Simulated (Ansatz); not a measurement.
# Ge wire along [111], 14 atoms a period, H-terminated: bands by functional and under strain

Wanted: the relaxed geometry and the bands of the Ge wire along [111], 14 atoms a period, H-terminated.

Main program and level: Ansatz 0.2.0; DFT PBE, plane waves, PAW; relaxation of a wire's period; PAW set soft_1, in the first sound run; inputs show where later runs differ.

### Step 1. The starting structure

The cell holds 32 atoms: 14 Ge and 18 H. Its edges and angles: a = 13.420 Å, b = 14.445 Å, c = 9.977 Å, α = 90.0°, β = 90.0°, γ = 90.0°. Vacuum lies along a and b. The structure's axis is c.

### Step 2. The relaxed wire

Band widths follow the bond lengths, so the wire is relaxed first. The atoms and the third cell vector are free; the box across stays fixed as vacuum. A Fermi-Dirac smearing is set since the result may be a metal. The pressure printed is a third of the stress's trace over the whole box, vacuum included; only the stress along the axis is relaxed.

Input file input.yaml:

```yaml
crystal:
  lattice:
    - [13.42, 0.0, 0.0]
    - [0.0, 14.445, 0.0]
    - [0.0, 0.0, 9.9766126516]
  atoms:
    - { symbol: Ge, position: [0.500015067, 0.499985618, 0.0] }
    - { symbol: Ge, position: [0.500015067, 0.499985618, 0.25] }
    - { symbol: H, position: [0.253353204, 0.469500051, 0.281211434] }
    - { symbol: H, position: [0.348266369, 0.31677086, 0.281211434] }
    - { symbol: H, position: [0.405101902, 0.713685944, 0.281211434] }
    - { symbol: H, position: [0.594928231, 0.713685944, 0.281211434] }
    - { symbol: H, position: [0.651763765, 0.31677086, 0.281211434] }
    - { symbol: H, position: [0.746676929, 0.469500051, 0.281211434] }
    - { symbol: Ge, position: [0.348266369, 0.418590321, 0.333333333] }
    - { symbol: Ge, position: [0.500015067, 0.662776214, 0.333333333] }
    - { symbol: Ge, position: [0.651763765, 0.418590321, 0.333333333] }
    - { symbol: Ge, position: [0.348266369, 0.418590321, 0.583333333] }
    - { symbol: Ge, position: [0.500015067, 0.662776214, 0.583333333] }
    - { symbol: Ge, position: [0.651763765, 0.418590321, 0.583333333] }
    - { symbol: H, position: [0.253353204, 0.632290646, 0.614544767] }
    - { symbol: H, position: [0.500015067, 0.235375562, 0.614544767] }
    - { symbol: H, position: [0.746676929, 0.632290646, 0.614544767] }
    - { symbol: H, position: [0.253353204, 0.36768059, 0.635455233] }
    - { symbol: H, position: [0.500015067, 0.764595674, 0.635455233] }
    - { symbol: H, position: [0.746676929, 0.36768059, 0.635455233] }
    - { symbol: Ge, position: [0.348266369, 0.581380916, 0.666666667] }
    - { symbol: Ge, position: [0.500015067, 0.337195023, 0.666666667] }
    - { symbol: Ge, position: [0.651763765, 0.581380916, 0.666666667] }
    - { symbol: Ge, position: [0.348266369, 0.581380916, 0.916666667] }
    - { symbol: Ge, position: [0.500015067, 0.337195023, 0.916666667] }
    - { symbol: Ge, position: [0.651763765, 0.581380916, 0.916666667] }
    - { symbol: H, position: [0.253353204, 0.530471186, 0.968788566] }
    - { symbol: H, position: [0.348266369, 0.683200377, 0.968788566] }
    - { symbol: H, position: [0.405101902, 0.286285293, 0.968788566] }
    - { symbol: H, position: [0.594928231, 0.286285293, 0.968788566] }
    - { symbol: H, position: [0.651763765, 0.683200377, 0.968788566] }
    - { symbol: H, position: [0.746676929, 0.530471186, 0.968788566] }
kpoints:
  mp_grid: { grid: [1, 1, 9] }
scf:
  occupations: { method: fermi_dirac, width: 0.05 }
hamiltonian:
  xc: pbe
  pseudopotentials: { kind: paw, azcp: { folder: soft_1 } }
relax:
  cell: { fix: [a, b, alpha, beta, gamma] }
  max_steps: 45
  f_tol: 0.03
```

Started as:

```bash
$ ansatz run input.yaml --threads 4 --pin off --max-ram 16384MiB --backend cpu --events-out ev --progress --plain --runs-dir out
```

Numbers of over 12 decimals in the logs are rounded to 6 here.

The log of the run:

```text
Engine: ansatz 0.2.0, aarch64-unknown-linux-gnu
Pseudopotentials: kind: paw
Pseudopotential: Ge, paw, valence charge 14, recommended cutoff 420 eV (normal), soft_1/Ge.paw.azcp
Pseudopotential: H, paw, valence charge 1, recommended cutoff 420 eV (normal), soft_1/H.paw.azcp
Functional definition: PBE
  parameter kappa = 0.804
  parameter beta = 0.066725
  exchange = pbe_x(kappa = kappa, mu = beta*pi^2/3)
  correlation = pbe_c(beta = beta)
Crystal: 32 atoms, lattice volume = 1933.985 Å³
Basis set: ecut = 420 eV, 37789 PW (Γ), exchange–correlation on 180×200×144 points (8 copies of the dense FFT grid, shifted against one another)
Bands: 139, of which v1, the nominal top of the filled ones, is band 107 counted from 1 (106 counted from 0)
Symmetry: 4 space group operations
Space group: P2/m (ITA 10), of the structure as read, at distance tolerance 1.2e-4 Å
k-points: 5 of 9
Non-local potential: Ge, projectors of the file, l = 0: 2, l = 1: 2, l = 2: 3, l = 3: 1
Non-local potential: H, projectors of the file, l = 0: 2, l = 1: 1
PAW form: soft (Blöchl's): semilocal exchange-correlation on the pseudo side does not see the compensation charge
PAW one-centre angular grid: Ge, 590 points (default); XC on 64 Gauss nodes
PAW one-centre angular grid: H, 110 points (default); XC on 64 Gauss nodes
Initial density: superposition of atomic densities (neutral atoms: chi_scale 0, normalization atom)
Initial wavefunctions: pseudopotential atomic-orbital guess
Functional: x = pbe(κ = 0.804, μ = 0.219515), c = pbe(β = 0.066725)
SCF iter   1: F=—  HF=-60416.077201 eV  |F-HF|=—  |Δ(HF+E_count)|=         —  Δρ=3.03e-2  dr2=1.49e1  ethr=3.10e-3  ⟨swp⟩=7.0  Hψ=2940  notcnv=0  defer=7
preconditioner: auto → Resta (q_TF=auto, 1.890 Å⁻¹)  ε∞=1.6  [insulator: Δε(μ)=3.039 eV  Ē_g=9.602 eV  σ=0.050 eV  W_gap=1.00  n_scr=214 (ndim 8)  ℏωp=7.3 eV  f_vac=0.655  D(μ)=0.00/eV (n_scr^D=0)  ε∞_Penn≈1.6  vacuum switching on, ρ_ref=6.7e-3 e/Å³]
SCF iter   2: F=—  HF=-60412.469866 eV  |F-HF|=—  |Δ(HF+E_count)|=    3.61e0  Δρ=1.29e-2  dr2=3.13e0  ethr=3.10e-3  ⟨swp⟩=3.0  Hψ=996  notcnv=0  defer=128
SCF iter   3: F=—  HF=-60411.704507 eV  |F-HF|=—  |Δ(HF+E_count)|=   7.65e-1  Δρ=2.55e-3  dr2=4.28e-1  ethr=1.46e-3  ⟨swp⟩=4.2  Hψ=831  notcnv=0  defer=128
SCF iter   4: F=—  HF=-60411.604959 eV  |F-HF|=—  |Δ(HF+E_count)|=   9.95e-2  Δρ=9.86e-4  dr2=1.07e-2  ethr=2.00e-4  ⟨swp⟩=3.0  Hψ=769  notcnv=0  defer=128
SCF iter   5: F=—  HF=-60411.610033 eV  |F-HF|=—  |Δ(HF+E_count)|=   5.07e-3  Δρ=2.09e-4  dr2=1.23e-3  ethr=4.98e-6  ⟨swp⟩=2.0  Hψ=984  notcnv=0  defer=128
SCF iter   6: F=—  HF=-60411.610176 eV  |F-HF|=—  |Δ(HF+E_count)|=   1.43e-4  Δρ=5.58e-5  dr2=1.40e-4  ethr=5.75e-7  ⟨swp⟩=2.0  Hψ=1098  notcnv=0  defer=128
SCF iter   7: F=—  HF=-60411.610170 eV  |F-HF|=—  |Δ(HF+E_count)|=   6.42e-6  Δρ=1.95e-5  dr2=1.16e-5  ethr=6.55e-8  ⟨swp⟩=2.0  Hψ=1079  notcnv=0  defer=128
SCF iter   8: F=—  HF=-60411.610180 eV  |F-HF|=—  |Δ(HF+E_count)|=   1.03e-5  Δρ=8.40e-6  dr2=2.29e-6  ethr=5.43e-9  ⟨swp⟩=3.0  Hψ=1264  notcnv=0  defer=128
SCF iter   9: F=-60411.610182 eV  HF=-60411.610181 eV  |F-HF|=1.64e-7  |Δ(HF+E_count)|=   1.06e-6  Δρ=2.25e-6  dr2=9.76e-8  ethr=4.67e-11  ⟨swp⟩=3.0  Hψ=2806  notcnv=0
SCF 1 converged in 9 iterations: F = -60411.610182 eV  dr2 = 9.76e-8
  greatest PAW one-centre occupation: 0.998 electrons in one spin orbital (limit 2), on the Ge atom at site 25 (counted from 0), in its partial waves of l = 2
relax step   1: F+E_penalty+E_count = -60411.61018155 eV  Δ(F+E_penalty+E_count) = +0.000e0 eV  max|allowed force component| = 2.339e-1 eV/Å  Δτ_max = 0.0000 Å  P = -0.497 GPa  Ω = 1933.985 Å³  fix = [a, b, alpha, beta, gamma]  reactions: a -0.529, b -0.532 GPa; alpha -0.000 GPa/rad  (9 SCF iters, dr2 threshold 1.00e-7 eV, accepted)
Crystal: 32 atoms, lattice volume = 1937.743 Å³
Basis set: ecut = 420 eV, 37821 PW (Γ), exchange–correlation on 180×200×144 points (8 copies of the dense FFT grid, shifted against one another)
Initial density: handed on by an earlier stage of this run
Initial wavefunctions: those handed on with the density
iter 1 solved again at ethr=1.17e-4 eV; its pass at ethr=3.10e-3 eV (dr2=2.51e-1 eV) is discarded
SCF iter   1: F=—  HF=-60411.776523 eV  |F-HF|=—  |Δ(HF+E_count)|=         —  Δρ=5.12e-3  dr2=2.65e-1  ethr=1.17e-4  ⟨swp⟩=4.8  Hψ=2891  notcnv=0
preconditioner: auto → Resta (q_TF=auto, 1.890 Å⁻¹)  ε∞=1.6  [insulator: Δε(μ)=3.164 eV  Ē_g=9.241 eV  σ=0.050 eV  W_gap=1.00  n_scr=214 (ndim 8)  ℏωp=7.3 eV  f_vac=0.711  D(μ)=0.00/eV (n_scr^D=0)  ε∞_Penn≈1.6  vacuum switching on, ρ_ref=6.2e-3 e/Å³]
SCF iter   2: F=—  HF=-60411.745360 eV  |F-HF|=—  |Δ(HF+E_count)|=   3.12e-2  Δρ=2.23e-3  dr2=4.53e-2  ethr=1.17e-4  ⟨swp⟩=3.6  Hψ=1106  notcnv=0
SCF iter   3: F=—  HF=-60411.746123 eV  |F-HF|=—  |Δ(HF+E_count)|=   7.64e-4  Δρ=7.60e-4  dr2=1.13e-2  ethr=2.11e-5  ⟨swp⟩=2.8  Hψ=1031  notcnv=0
SCF iter   4: F=—  HF=-60411.744774 eV  |F-HF|=—  |Δ(HF+E_count)|=   1.35e-3  Δρ=1.02e-4  dr2=1.87e-4  ethr=5.28e-6  ⟨swp⟩=2.0  Hψ=812  notcnv=0
SCF iter   5: F=—  HF=-60411.744919 eV  |F-HF|=—  |Δ(HF+E_count)|=   1.46e-4  Δρ=3.26e-5  dr2=2.19e-5  ethr=8.75e-8  ⟨swp⟩=2.2  Hψ=1195  notcnv=0
SCF iter   6: F=-60411.744916 eV  HF=-60411.744917 eV  |F-HF|=6.32e-7  |Δ(HF+E_count)|=   2.43e-6  Δρ=1.03e-5  dr2=1.98e-6  ethr=1.50e-9  ⟨swp⟩=5.0  Hψ=2362  notcnv=0
SCF 2 converged in 6 iterations: F = -60411.744916 eV  dr2 = 1.98e-6
  greatest PAW one-centre occupation: 0.998 electrons in one spin orbital (limit 2), on the Ge atom at site 23 (counted from 0), in its partial waves of l = 2
relax step   2: F+E_penalty+E_count = -60411.74491635 eV  Δ(F+E_penalty+E_count) = -1.347e-1 eV  max|allowed force component| = 1.476e-1 eV/Å  Δτ_max = 0.0796 Å  P = +0.039 GPa  Ω = 1937.743 Å³  energy of the carried Pulay correction = -4.636e-4 eV  fix = [a, b, alpha, beta, gamma]  reactions: a +0.082, b +0.079 GPa; alpha +0.000 GPa/rad  (6 SCF iters, dr2 threshold 3.20e-6 eV, accepted)
Crystal: 32 atoms, lattice volume = 1930.224 Å³
Basis set: ecut = 420 eV, 37697 PW (Γ), exchange–correlation on 180×200×144 points (8 copies of the dense FFT grid, shifted against one another)
iter 1 solved again at ethr=9.25e-6 eV; its pass at ethr=3.10e-3 eV (dr2=1.98e-2 eV) is discarded
SCF iter   1: F=—  HF=-60411.768522 eV  |F-HF|=—  |Δ(HF+E_count)|=         —  Δρ=1.43e-3  dr2=2.22e-2  ethr=9.25e-6  ⟨swp⟩=3.0  Hψ=2633  notcnv=0
[...]
relax step   3: F+E_penalty+E_count = -60411.76512118 eV  Δ(F+E_penalty+E_count) = -2.020e-2 eV  max|allowed force component| = 2.611e-2 eV/Å  Δτ_max = 0.0248 Å  P = -0.016 GPa  Ω = 1930.224 Å³  energy of the carried Pulay correction = +4.650e-4 eV  fix = [a, b, alpha, beta, gamma]  reactions: a -0.018, b -0.021 GPa; alpha -0.000 GPa/rad  (6 SCF iters, dr2 threshold 1.36e-6 eV, accepted)
Initial wavefunctions: pseudopotential atomic-orbital guess (no wavefunctions were taken with the density)
iter 1 solved again at ethr=5.50e-8 eV; its pass at ethr=3.10e-3 eV (dr2=1.18e-4 eV) is discarded
SCF iter   1: F=—  HF=-60411.764607 eV  |F-HF|=—  |Δ(HF+E_count)|=         —  Δρ=4.69e-6  dr2=3.88e-7  ethr=5.50e-8  ⟨swp⟩=5.2  Hψ=5374  notcnv=0
preconditioner: auto → Resta (q_TF=auto, 1.891 Å⁻¹)  ε∞=1.6  [insulator: Δε(μ)=3.125 eV  Ē_g=9.185 eV  σ=0.050 eV  W_gap=1.00  n_scr=212 (ndim 8)  ℏωp=7.3 eV  f_vac=0.706  D(μ)=0.00/eV (n_scr^D=0)  ε∞_Penn≈1.6  vacuum switching on, ρ_ref=6.1e-3 e/Å³]
SCF iter   2: F=—  HF=-60411.764644 eV  |F-HF|=—  |Δ(HF+E_count)|=   3.71e-5  Δρ=2.40e-6  dr2=8.05e-8  ethr=1.81e-10  ⟨swp⟩=2.4  Hψ=1232  notcnv=0
SCF iter   3: F=—  HF=-60411.764644 eV  |F-HF|=—  |Δ(HF+E_count)|=   4.25e-8  Δρ=1.23e-6  dr2=1.88e-8  ethr=3.76e-11  ⟨swp⟩=2.0  Hψ=1215  notcnv=0
SCF iter   4: F=—  HF=-60411.764644 eV  |F-HF|=—  |Δ(HF+E_count)|=   2.34e-8  Δρ=1.53e-7  dr2=3.97e-10  ethr=8.79e-12  ⟨swp⟩=2.0  Hψ=880  notcnv=0
SCF iter   5: F=-60411.764644 eV  HF=-60411.764644 eV  |F-HF|=8.73e-11  |Δ(HF+E_count)|=  3.64e-10  Δρ=5.58e-8  dr2=6.36e-11  ethr=1.00e-12  ⟨swp⟩=4.4  Hψ=1928  notcnv=0
SCF 4 converged in 5 iterations: F = -60411.764644 eV  dr2 = 6.36e-11
relax step   4: F+E_penalty+E_count = -60411.76464380 eV  Δ(F+E_penalty+E_count) = +4.774e-4 eV  max|allowed force component| = 2.615e-2 eV/Å  Δτ_max = 0.0000 Å  P = -0.015 GPa  Ω = 1930.224 Å³  fix = [a, b, alpha, beta, gamma]  reactions: a -0.018, b -0.021 GPa; alpha -0.000 GPa/rad  stress off target by 6.59e-3 GPa on what of the cell is left free  SCF on the basis re-selected at this cell (its energy is not comparable with the rows above)  (5 SCF iters)
basis re-selected at this cell: Δ(F+E_penalty+E_count) = +4.774e-4 eV, ΔP = +0.000 GPa vs the last step (what re-selecting the basis moved, of the pressure what is left beyond the Pulay correction that the steps carried, after the strain that the cell walked since its last selection, with what the two solves' SCF thresholds leave and, on support functions, any second-order correction that the steps lacked; it is no m [...]
SCF converged after 5 iterations
Free energy (F): -60411.764644 eV
Harris-Foulkes:  -60411.764644 eV  (|F-HF|=8.73e-11)
Internal energy: -60411.764644 eV  (E = F + TS)
E sigma→0 (E₀):  -60411.764644 eV
Fermi energy:    -1.774162 eV
--- Per-component energies (eV) ---
  E_band       = -4265.015545
  E_kinetic    = 1524.450342
  E_local      = -97945.702934  (includes V_loc(G=0)·N_el)
  E_nonlocal   = 3073.841997
  E_hartree    = 47155.076810
  E_xc         = -1150.177101
  E_vxc        = -1100.896127  (∫ρ·V_xc dr)
  E_paw        = -28215.576001  (= ΣΔE_a)
  E_vpaw       = -4126.844619  (= ΣTr[D̂ρ^β])
  E_aug_tail   = -0.016612  (compensation charges beyond the density's cutoff)
  E_ewald      = 15146.338855
  E_smearing   = -0.000000  (= −TS)
  E_closure    = 0.000000  (closes the sum)
  Σ components = -60411.764644   (vs F -60411.764644, Δ=0.00e0)
--- Forces (eV/Å), atoms counted from 1 ---
  atom   1  Ge     0.00000000    -0.00004924     0.00548697
  atom   2  Ge     0.00000000     0.00004924    -0.00548697
  atom   3  H      0.00930288    -0.00170469     0.00529706
  atom   4  H      0.00318434     0.00890581     0.00521898
  atom   5  H      0.00610843    -0.00719872     0.00524781
  atom   6  H     -0.00610843    -0.00719872     0.00524781
  atom   7  H     -0.00318434     0.00890581     0.00521898
  atom   8  H     -0.00930288    -0.00170469     0.00529706
  atom   9  Ge    -0.01648070    -0.00953413    -0.02612518
  atom  10  Ge     0.00000000     0.01898647    -0.02614891
  atom  11  Ge     0.01648070    -0.00953413    -0.02612518
  atom  12  Ge     0.00535395     0.00302286     0.00007549
  atom  13  Ge     0.00000000    -0.00604496     0.00002136
  atom  14  Ge    -0.00535395     0.00302286     0.00007549
  atom  15  H      0.01241914    -0.00723020     0.00790854
  atom  16  H      0.00000000     0.01436903     0.00787541
  atom  17  H     -0.01241914    -0.00723020     0.00790854
  atom  18  H      0.01241914     0.00723020    -0.00790854
  atom  19  H      0.00000000    -0.01436903    -0.00787541
  atom  20  H     -0.01241914     0.00723020    -0.00790854
  atom  21  Ge     0.00535395    -0.00302286    -0.00007549
  atom  22  Ge     0.00000000     0.00604496    -0.00002136
  atom  23  Ge    -0.00535395    -0.00302286    -0.00007549
  atom  24  Ge    -0.01648070     0.00953413     0.02612518
  atom  25  Ge     0.00000000    -0.01898647     0.02614891
  atom  26  Ge     0.01648070     0.00953413     0.02612518
  atom  27  H      0.00930288     0.00170469    -0.00529706
  atom  28  H      0.00318434    -0.00890581    -0.00521898
  atom  29  H      0.00610843     0.00719872    -0.00524781
  atom  30  H     -0.00610843     0.00719872    -0.00524781
  atom  31  H     -0.00318434    -0.00890581    -0.00521898
  atom  32  H     -0.00930288     0.00170469    -0.00529706
  max |Σ_I F_I| component: 5.20e-18 eV/Å
--- Stress (GPa, compression-positive) ---
       -0.018175       0.000000       0.000000
        0.000000      -0.021029       0.000015
        0.000000       0.000015      -0.006587
  P = ⅓ Tr σ = -0.0153 GPa (-0.153 kbar)
--- Relaxed structure (3 steps of the walk, 3 accepted, 1 SCFs on fresh bases) ---
  F+E_penalty+E_count = -60411.76464380 eV   max|allowed force component| = 2.615e-2 eV/Å   (the final SCF, on the basis selected at the relaxed cell)
  cell:  # Å, volume = 1930.2236 Å³
    - [13.42, 0.0, 0.0]
    - [0.0, 14.445, 0]
    - [0.0, 0, 9.957208]
  atoms:
    - { symbol: Ge, position: [0.500015, 0.499984, 0.000476299] }
    - { symbol: Ge, position: [0.500015, 0.499987, 0.249524] }
    - { symbol: H, position: [0.256605, 0.469052, 0.283625] }
    - { symbol: H, position: [0.349479, 0.319610, 0.283618] }
    - { symbol: H, position: [0.407142, 0.711296, 0.283616] }
    - { symbol: H, position: [0.592888, 0.711296, 0.283616] }
    - { symbol: H, position: [0.650551, 0.319610, 0.283618] }
    - { symbol: H, position: [0.743425, 0.469052, 0.283625] }
    - { symbol: Ge, position: [0.351681, 0.420421, 0.336362] }
    - { symbol: Ge, position: [0.500015, 0.659120, 0.336360] }
    - { symbol: Ge, position: [0.648349, 0.420421, 0.336362] }
    - { symbol: Ge, position: [0.351455, 0.420296, 0.582573] }
    - { symbol: Ge, position: [0.500015, 0.659370, 0.582574] }
    - { symbol: Ge, position: [0.648575, 0.420296, 0.582573] }
    - { symbol: H, position: [0.256901, 0.630374, 0.615258] }
    - { symbol: H, position: [0.500015, 0.239174, 0.615252] }
    - { symbol: H, position: [0.743129, 0.630374, 0.615258] }
    - { symbol: H, position: [0.256901, 0.369597, 0.634742] }
    - { symbol: H, position: [0.500015, 0.760797, 0.634748] }
    - { symbol: H, position: [0.743129, 0.369597, 0.634742] }
    - { symbol: Ge, position: [0.351455, 0.579675, 0.667427] }
    - { symbol: Ge, position: [0.500015, 0.340601, 0.667426] }
    - { symbol: Ge, position: [0.648575, 0.579675, 0.667427] }
    - { symbol: Ge, position: [0.351681, 0.579551, 0.913638] }
    - { symbol: Ge, position: [0.500015, 0.340852, 0.913640] }
    - { symbol: Ge, position: [0.648349, 0.579551, 0.913638] }
    - { symbol: H, position: [0.256605, 0.530920, 0.966375] }
    - { symbol: H, position: [0.349479, 0.680362, 0.966382] }
    - { symbol: H, position: [0.407142, 0.288675, 0.966384] }
    - { symbol: H, position: [0.592888, 0.288675, 0.966384] }
    - { symbol: H, position: [0.650551, 0.680362, 0.966382] }
    - { symbol: H, position: [0.743425, 0.530920, 0.966375] }
```

Run time: 86 s. Hardware: 4 threads of Arm Neoverse V1, shared host; peak memory 5.2 GiB; 5.6 min of CPU time.

Relaxation path:

| step | energy less that of the first step (eV) | largest force component (eV/Å) | pressure (GPa) | volume (Å³) |
| --- | --- | --- | --- | --- |
| 1 | 0.0000 | 0.2339 | -0.50 | 1933.99 |
| 2 | -0.1347 | 0.1476 | 0.04 | 1937.74 |
| 3 | -0.1549 | 0.0261 | -0.02 | 1930.22 |
| 4* | -0.1545 | 0.0261 | -0.02 | 1930.22 |

Relaxation steps marked * repeat the geometry before them on a plane-wave basis chosen anew for their cell, so energy and pressure can jump there.

Forces are held to the 4 operations that the run works with; a distortion that breaks them can't arise in this run.

| cell as run | before | after | change |
| --- | --- | --- | --- |
| c (Å) | 9.977 | 9.957 | -0.2 % |

The atoms that moved most (Å, along periodic axes as changes of fractional coordinates times the final cell, across vacuum about the mean position):

| atom | dx | dy | dz | length |
| --- | --- | --- | --- | --- |
| Ge26 | -0.046 | -0.026 | -0.030 | 0.061 |
| Ge11 | -0.046 | 0.026 | 0.030 | 0.061 |
| Ge24 | 0.046 | -0.026 | -0.030 | 0.061 |
| Ge9 | 0.046 | 0.026 | 0.030 | 0.061 |
| Ge10 | 0.000 | -0.053 | 0.030 | 0.061 |
| Ge25 | 0.000 | 0.053 | -0.030 | 0.061 |
| H18 | 0.048 | 0.028 | -0.007 | 0.056 |
| H15 | 0.048 | -0.028 | 0.007 | 0.056 |

This step gave:

```
cell length along the wire : 9.957 Å
```

The cell's length comes to 9.957 Å with spin left out.

(Continued in part 2 of 3.)

[Logs are printed without paths, hosts, clocks, repeated set-up lines and the standing remarks that a program may print on its own settings, such as how far it seeks lower states.]

[Hosts, paths, dates, database ids (printed as entryN), source tags and the programs' standing remarks are cut or masked in the printed files.]
